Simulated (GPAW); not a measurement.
# TaSi2N4 monolayer: simulated STM images, part 2 of 2

What would a tunnelling microscope show on TaSi2N4 monolayer?

GPAW 26.7.0; GPAW, PAW setups; layer in a repeated cell with vacuum, relaxation of atoms and in-plane cell (the session's first sound run).

So far. Step 2 (Relaxation): The relaxation lowered the energy of the cell by 0.743 eV (energies extrapolated to zero smearing; the optimiser's log prints free energies). The largest force left on a free atom is 0.015 eV/Å.

## (3) The slab's potential (continued)

Level of this step: GPAW, PAW setups; slab in vacuum (GPAW).

Tip height over the top atom over a1 and a2. Sample bias 1.5 V, constant current at the mean current 3.0 Å over the top atom.

Values in Å, 16 rows by 16 columns:
```
3.06 3.02 3.01 3.02 3.04 3.04 3.02 2.98 2.98 3.02 3.04 3.04 3.02 3.01 3.02 3.06
3.03 3.01 3.01 3.03 3.05 3.04 3.01 2.98 3.01 3.04 3.05 3.03 3.01 3.01 3.03 3.05
3.03 3.02 3.03 3.04 3.04 3.03 3.00 3.00 3.03 3.04 3.04 3.03 3.02 3.03 3.04 3.04
3.04 3.04 3.05 3.04 3.03 3.00 2.99 3.00 3.03 3.04 3.05 3.04 3.04 3.04 3.05 3.04
3.03 3.04 3.04 3.03 3.00 2.99 2.99 3.00 3.03 3.04 3.04 3.03 3.03 3.04 3.04 3.03
3.01 3.02 3.01 3.00 2.99 2.99 2.99 3.00 3.01 3.02 3.01 3.00 3.01 3.02 3.01 3.00
2.97 2.98 2.98 3.00 3.00 3.00 3.00 2.98 2.98 2.97 2.97 2.97 2.99 2.99 2.97 2.97
2.96 2.98 3.01 3.03 3.03 3.03 3.01 2.98 2.96 2.95 2.95 2.95 2.95 2.95 2.95 2.95
2.97 3.02 3.04 3.04 3.04 3.04 3.02 2.97 2.95 2.94 2.93 2.92 2.92 2.93 2.94 2.95
3.01 3.04 3.05 3.04 3.05 3.04 3.01 2.97 2.95 2.93 2.91 2.91 2.91 2.93 2.95 2.97
3.03 3.04 3.03 3.03 3.04 3.03 3.00 2.97 2.95 2.92 2.91 2.91 2.92 2.95 2.97 3.00
3.04 3.02 3.01 3.02 3.04 3.03 3.01 2.99 2.95 2.92 2.91 2.92 2.95 2.99 3.01 3.03
3.03 3.01 3.01 3.03 3.04 3.04 3.02 2.99 2.95 2.93 2.93 2.95 2.99 3.02 3.04 3.04
3.03 3.02 3.03 3.04 3.05 3.04 3.01 2.97 2.95 2.94 2.95 2.97 3.01 3.04 3.05 3.04
3.06 3.06 3.05 3.04 3.04 3.03 3.00 2.97 2.95 2.95 2.97 3.00 3.03 3.04 3.04 3.05
3.08 3.06 3.03 3.03 3.04 3.03 3.01 2.97 2.96 2.97 3.01 3.03 3.04 3.03 3.03 3.06
```
Columns: a1 from 0 to 0.938; rows upwards: a2 from 0 to 0.938.

Local density of states summed over the bias window over a1 and a2. Sample bias 1.5 V, constant height 3.0 Å over the top atom.

Ten even steps from '_' (4.35 × 1e-6 arbitrary) to '@' (6.84 × 1e-6 arbitrary):
```
%%##**##%%%%##====##%%%%##**##%%
##****##@@%%**++**%%@@##****##%%
######%%%%##****##%%%%######%%%%
%%%%@@%%##**++**##%%@@%%%%%%@@%%
##%%%%##**++++**##%%%%####%%%%##
**##****++++++****##****######**
====++********++========++++====
--==**######**==--::::::--::::::
==##%%%%%%%%##==::..________..::
**%%@@%%@@%%**==::__________::==
##%%####%%##**==::________::==**
%%##**##%%####++--______--++####
##****##%%%%##++::____::++##%%%%
######%%@@%%##==::..::==##%%@@%%
%%%%%%%%%%##**==::::==**##%%%%%%
@@%%####%%##**==--==**##%%####%%
```
Columns: a1 from 0 to 0.938; rows upwards: a2 from 0 to 0.938.

Force by atom:

| atom | x (eV/Å) | y (eV/Å) | z (eV/Å) | size |
| --- | --- | --- | --- | --- |
| N1 | 0.000 | 0.000 | -0.123 | 0.123 |
| Si2 | 0.000 | 0.000 | 0.038 | 0.038 |
| N3 | 0.000 | 0.000 | 0.055 | 0.055 |
| Ta4 | 0.000 | 0.000 | 0.000 | 0.000 |
| N5 | 0.000 | 0.000 | -0.055 | 0.055 |
| Si6 | 0.000 | 0.000 | -0.038 | 0.038 |
| N7 | 0.000 | 0.000 | 0.123 | 0.123 |

The potential is flat to 8.6e-4 eV/Å where it is read, so the vacuum is wide enough.

## (4) A changed run

One more run, with changed settings.

run.py

```python
import json
import numpy as np
from ase import Atoms
from gpaw import GPAW, PW

slab = Atoms(
    ['N', 'Si', 'N', 'Ta', 'N', 'Si', 'N'],
    positions=[
        [-0.00000, 0.00000, 8.00000],
        [-0.00000, 1.69716, 8.51853],
        [-0.00000, 1.69716, 10.27976],
        [0.00000, -0.00000, 11.55038],
        [-0.00000, 1.69716, 12.82102],
        [-0.00000, 1.69716, 14.58225],
        [-0.00000, -0.00000, 15.10078]],
    cell=[[2.93957, 0.0, 0.0], [-1.46979, 2.54574, 0.0], [0.0, 0.0, 23.1008]],
    pbc=[True, True, False],
    magmoms=[0.0, 0.0, 0.0, 1.0, 0.0, 0.0, 0.0])

slab.calc = GPAW(mode=PW(500), xc='PBE', kpts={'size': (12, 12, 1), 'gamma': True},
                 occupations={'name': 'fermi-dirac', 'width': 0.05}, nbands='200%',
                 convergence={'density': 1e-05}, maxiter=6,
                 poissonsolver={'dipolelayer': 'xy'},
                 symmetry={'tolerance': 1e-3}, txt='slab.txt')
result = {}
energy = slab.get_potential_energy()
fermi = slab.calc.get_fermi_level()
v = slab.calc.get_electrostatic_potential().mean((0, 1)) - fermi
n = slab.calc.get_pseudo_density().mean((0, 1))
L = slab.cell[2, 2]
z = np.arange(len(v)) * L / len(v)
low, high = slab.positions[:, 2].min(), slab.positions[:, 2].max()
below, above = np.interp([low - 5.8, high + 5.8], z, v)
slopes = [np.interp(x, z, np.gradient(v, z)) for x in (low - 5.8, high + 5.8)]
eps = np.array([[slab.calc.get_eigenvalues(k, s) for k in range(len(slab.calc.get_ibz_k_points()))]
                for s in range(slab.calc.get_number_of_spins())]) - fermi
top, bottom = eps[eps < 0].max(), eps[eps > 0].min()
dipole = slab.get_dipole_moment()[2]
print(f'energy {energy:.4f} eV, Fermi level {fermi:.4f} eV, dipole {dipole:.5f} e A')
print(f'potential 5.8 A off the faces, from the Fermi level: lower {below:.4f} eV, upper {above:.4f} eV')
print(f'slope of the potential there: lower {slopes[0]:.5f}, upper {slopes[1]:.5f} eV/A')
print(f'nearest levels on the mesh: {top:.4f} and {bottom:.4f} eV')
print('magnetic moment', round(slab.get_magnetic_moment(), 3))
result.update(energy=energy, fermi=fermi, dipole=dipole, below=below, above=above, slopes=slopes, edges=[top, bottom],
              z=z.tolist(), v=v.tolist(), n=n.tolist(), positions=slab.positions.tolist(),
              forces=slab.get_forces(apply_constraint=False).tolist(), moments=slab.get_magnetic_moments().tolist())
json.dump(result, open('result.json', 'w'))
```

Command:

```
$ OMP_NUM_THREADS=1 OPENBLAS_NUM_THREADS=1 python run.py
```

The log of the run:

```text
gpaw.KohnShamConvergenceError
```

It took 69 s on 1 thread of Arm Neoverse V1, shared host; peak memory 0.34 GiB.

No converged result was reached; the numbers in the log don't describe the system.

The fault put into the input: too few SCF iterations (maxiter = 6).

## (5) What came out

- work function, upper and lower face: 5.408 and 5.398 eV
- dipole along the normal: -4.7e-4 e Å
- corrugation at -2 V: 0.445 Å
- corrugation at -1 V: 0.379 Å
- corrugation at 1.5 V: 0.166 Å as printed, 0.14 Å or less without short-wave noise

What this shows: At 1.5 V GPAW's map carries short-wave noise, which can't be real at this height: without waves under 1.5 Å it spans 0.14 Å against 0.17 Å printed. The reading below uses the filtered value, which may still be too high. The corrugation at constant current is largest at -2 V, where the tip height varies by 0.44 Å over the cell. Negative sample bias images filled states, positive bias empty ones. The images are of Tersoff-Hamann type: an s-wave tip, no tip-sample forces, heights closer than in a microscope. The small printed dipole stands for a step of 11 meV from the lower to the upper face, and the probes find 10 meV; values this small are near the numerical noise of both. One magnetic start was tried; another order may lie lower. The layer's cell and atoms come from the relaxation; spin-orbit coupling and temperature are left out.

[Logs are printed without paths, hosts, clocks, repeated set-up lines and the standing remarks that a program may print on its own settings, such as how far it seeks lower states.]

[Hosts, paths, dates, database ids (printed as entryN), source tags and the programs' standing remarks are cut or masked in the printed files.]
